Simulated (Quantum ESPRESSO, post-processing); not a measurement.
# Sr(111), 5 layers: cutoff convergence, part 4 of 4

Aim: how far one choice must go before the vacuum level and the energy of Sr(111), 5 layers stand still, and what it costs.

Quantum ESPRESSO 7.5; plane-wave DFT, PBE, GBRV ultrasoft pseudopotentials.

So far. Step 8 (Ground state: ecutwfc 18 Ry, ecutrho 90 Ry): Counted from each run's own zero (the Fermi level), the vacuum level differs from the first run's by +49 meV. Step 9 (Self-consistent run: ecutwfc 40 Ry, ecutrho 160 Ry): Counted from each run's own zero (the Fermi level), the vacuum level differs from the first run's by +7 meV.

### Step 10. SCF with pw.x: ecutwfc 40 Ry, ecutrho 320 Ry

c8.in

```
&control
  prefix = 'c8'
  outdir = './out'
  pseudo_dir = './pseudo'
  calculation = 'scf'
  tprnfor = .true.
/
&system
  ibrav = 0
  nat = 5
  ntyp = 1
  ecutwfc = 40
  ecutrho = 320
  occupations = 'smearing'
  smearing = 'mv'
  degauss = 0.02
  assume_isolated = 'esm'
  esm_bc = 'bc1'
/
&electrons
  conv_thr = 1e-07
  mixing_beta = 0.4
  electron_maxstep = 120
  mixing_mode = 'local-TF'
/
ATOMIC_SPECIES
  Sr  87.6200  sr_pbe_v1.uspp.F.UPF
CELL_PARAMETERS angstrom
  4.29920922961421 0.00000000000000 0.00000000000000
  2.14960461480710 3.72322440903043 0.00000000000000
  0.00000000000000 0.00000000000000 30.04115854669170
ATOMIC_POSITIONS crystal
  Sr  0.666666666700 0.666666666700 -0.233698685836
  Sr  0.000000000000 0.000000000000 -0.116849342918
  Sr  0.333333333300 0.333333333300 0.000000000000
  Sr  0.666666666700 0.666666666700 0.116849342918
  Sr  0.000000000000 0.000000000000 0.233698685836
K_POINTS automatic
  6 6 1 0 0 0
```

On the command line:

```
OMP_NUM_THREADS=1 mpirun -n 4 pw.x -nk 2 -in c8.in > c8.out
```

What it wrote:

```text
[banner, memory and clock lines left out]
Program PWSCF v.7.5 starts
[...]
Message from routine setup:
[...]
number of electrons       =        50.00
     number of Kohn-Sham states=           30
     kinetic-energy cutoff     =      40.0000  Ry
     charge density cutoff     =     320.0000  Ry
[...]
number of k points=     7  Marzari-Vanderbilt smearing, width (Ry)=  0.0200
[...]
Dense  grid:   313589 G-vectors     FFT dimensions: (  48,  48, 324)
[...]
negative rho (up, down):  3.171E-01 0.000E+00
     Starting wfcs are   65 randomized atomic wfcs
[...]
negative rho (up, down):  3.185E-01 0.000E+00
[...]
estimated scf accuracy    <       0.73180664 Ry
[...]
negative rho (up, down):  3.221E-01 0.000E+00
[...]
estimated scf accuracy    <       0.43065642 Ry
[...]
negative rho (up, down):  3.248E-01 0.000E+00
[...]
estimated scf accuracy    <       0.03143063 Ry
[...]
negative rho (up, down):  3.250E-01 0.000E+00
[...]
estimated scf accuracy    <       0.02997445 Ry
[...]
negative rho (up, down):  3.263E-01 0.000E+00
[...]
estimated scf accuracy    <       0.01927040 Ry
[...]
negative rho (up, down):  3.307E-01 0.000E+00
[...]
estimated scf accuracy    <       0.00774368 Ry
[...]
negative rho (up, down):  3.296E-01 0.000E+00
[...]
estimated scf accuracy    <       0.00107146 Ry
[...]
negative rho (up, down):  3.293E-01 0.000E+00
[...]
estimated scf accuracy    <       0.00175551 Ry
[...]
negative rho (up, down):  3.301E-01 0.000E+00
[...]
estimated scf accuracy    <       0.00115377 Ry
[...]
negative rho (up, down):  3.295E-01 0.000E+00
[...]
estimated scf accuracy    <       0.00626704 Ry
[...]
negative rho (up, down):  3.296E-01 0.000E+00
[...]
estimated scf accuracy    <       0.00361536 Ry
[...]
negative rho (up, down):  3.297E-01 0.000E+00
[...]
estimated scf accuracy    <       0.00031304 Ry
[...]
negative rho (up, down):  3.297E-01 0.000E+00
[...]
estimated scf accuracy    <       0.00011846 Ry
[...]
negative rho (up, down):  3.294E-01 0.000E+00
[...]
estimated scf accuracy    <       0.00013834 Ry
[...]
negative rho (up, down):  3.300E-01 0.000E+00
[...]
estimated scf accuracy    <       0.00073241 Ry
[...]
negative rho (up, down):  3.301E-01 0.000E+00
[...]
estimated scf accuracy    <       0.00007964 Ry
[...]
negative rho (up, down):  3.301E-01 0.000E+00
[...]
estimated scf accuracy    <       0.00007999 Ry
[...]
negative rho (up, down):  3.295E-01 0.000E+00
[...]
estimated scf accuracy    <       0.00010406 Ry
[...]
negative rho (up, down):  3.296E-01 0.000E+00
[...]
estimated scf accuracy    <       0.00000896 Ry
[...]
negative rho (up, down):  3.295E-01 0.000E+00
[...]
estimated scf accuracy    <       0.00002276 Ry
[...]
negative rho (up, down):  3.296E-01 0.000E+00
[...]
estimated scf accuracy    <       0.00001643 Ry
[...]
negative rho (up, down):  3.296E-01 0.000E+00
[...]
estimated scf accuracy    <       0.00000604 Ry
[...]
negative rho (up, down):  3.294E-01 0.000E+00
[...]
estimated scf accuracy    <       0.00000162 Ry
[...]
negative rho (up, down):  3.295E-01 0.000E+00
[...]
estimated scf accuracy    <       0.00000103 Ry
[...]
negative rho (up, down):  3.296E-01 0.000E+00
[...]
estimated scf accuracy    <       0.00000038 Ry
[...]
negative rho (up, down):  3.296E-01 0.000E+00
[...]
the Fermi energy is    -2.6820 ev
!    total energy              =    -350.67584480 Ry
     estimated scf accuracy    <       0.00000010 Ry
     smearing contrib. (-TS)   =      -0.00533988 Ry
     internal energy E=F+TS    =    -350.67050492 Ry
[...]
one-electron contribution =    5852.60886519 Ry
     hartree contribution      =   -2936.05942945 Ry
     xc contribution           =     -90.53487182 Ry
     ewald contribution        =   -3176.68506884 Ry
     convergence has been achieved in  26 iterations
     negative rho (up, down):  3.296E-01 0.000E+00
[...]
Total force =     0.004323     Total SCF correction =     0.000573
[...]
```

Wall time 86 s (4 MPI ranks of Intel Xeon Platinum 8488C (Sapphire Rapids), shared host); peak memory 1.4 GiB.

Read from the output:

* free energy: -4771.1879 eV
* Fermi energy: -2.682 eV
* vacuum line at the lower end of the cell, over the Fermi level: 2.682 eV
* vacuum line at the upper end of the cell, over the Fermi level: 2.682 eV

The program's own clock; routines nest. Time by routine:

```csv
routine,wall time (s),calls
PWSCF,85.27,1
electrons,81.76,1
c_bands,43.81,26
cegterg,36.21,104
h_psi,27.02,929
vloc_psi,22.17,929
fftw,21.12,22202
sum_band,14.19,26
mix_rho,10.43,26
newd,8.35,27
v_of_rho,5,27
ffts,4.46,2422
calbec,3.22,1049
init_run,2.62,1
```

Counted from each run's own zero (the Fermi level), the vacuum level differs from the first run's by -0 meV.

### Step 11. The series side by side

All levels:

| level | vacuum level over the Fermi level (eV) | its change from the first (meV) | energy from the first (meV an atom) | SCF iterations | wall time (s) | peak memory (GiB) | CPU time (s) |
| --- | --- | --- | --- | --- | --- | --- | --- |
| ecutwfc 60 Ry, ecutrho 300 Ry | 2.682 | 0 | 0 | 40 | 216.6 | 1.46 | 863.9 |
| ecutwfc 50 Ry, ecutrho 250 Ry | 2.686 | 4.002 | -0.01352 | 30 | 137.6 | 1.19 | 549.4 |
| ecutwfc 40 Ry, ecutrho 200 Ry | 2.681 | -1.805 | 1.025 | 30 | 81.7 | 0.89 | 325.8 |
| ecutwfc 34 Ry, ecutrho 170 Ry | 2.685 | 3.091 | 3.296 | 29 | 62.3 | 0.46 | 248.2 |
| ecutwfc 28 Ry, ecutrho 140 Ry | 2.681 | -1.797 | 6.681 | 23 | 33.7 | 0.6 | 133.8 |
| ecutwfc 22 Ry, ecutrho 110 Ry | 2.68 | -2.798 | 15.49 | 25 | 28.97 | 0.41 | 114.9 |
| ecutwfc 18 Ry, ecutrho 90 Ry | 2.731 | 48.9 | 122.8 | 20 | 14.92 | 0.41 | 58.79 |
| ecutwfc 40 Ry, ecutrho 160 Ry | 2.69 | 7.403 | 0.6133 | 31 | 78.95 | 0.75 | 314.8 |
| ecutwfc 40 Ry, ecutrho 320 Ry | 2.682 | -0.4029 | 0.8215 | 26 | 85.97 | 1.43 | 342.8 |

### Step 12. What came out

| Property | Result |
| --- | --- |
| vacuum level over the Fermi level, ecutwfc 60 Ry, ecutrho 300 Ry | 2.682 eV |
| cheapest step of the main series that, with all steps before it, keeps the vacuum level within 20 meV of the first | ecutwfc 22 Ry, ecutrho 110 Ry: -3 meV, 1.9 min of CPU time against 14 min |
| setting with the largest shift of the level | ecutwfc 18 Ry, ecutrho 90 Ry: +49 meV |

**Reading.** The cheapest step of the main series that, with all steps before it, keeps the vacuum level within 20 meV of the first is ecutwfc 22 Ry, ecutrho 110 Ry: -3 meV, 1.9 min of CPU time against 14 min. Over the series the energy moves by up to 123 meV an atom and the vacuum level by up to 49 meV. The times come from a shared host and are rough. Peak memory is sampled during the run and can miss the peak. The geometry is as built, not relaxed.

[Logs are printed without paths, hosts, clocks, repeated set-up lines and the standing remarks that a program may print on its own settings, such as how far it seeks lower states.]

[Hosts, paths, dates, database ids (printed as entryN), source tags and the programs' standing remarks are cut or masked in the printed files.]

[Maps of the electrostatic potential energy from Ansatz leave out the sawtooth potential of an applied field or a dipole correction, so their vacuum need not be flat; planar profiles and work functions include it.]
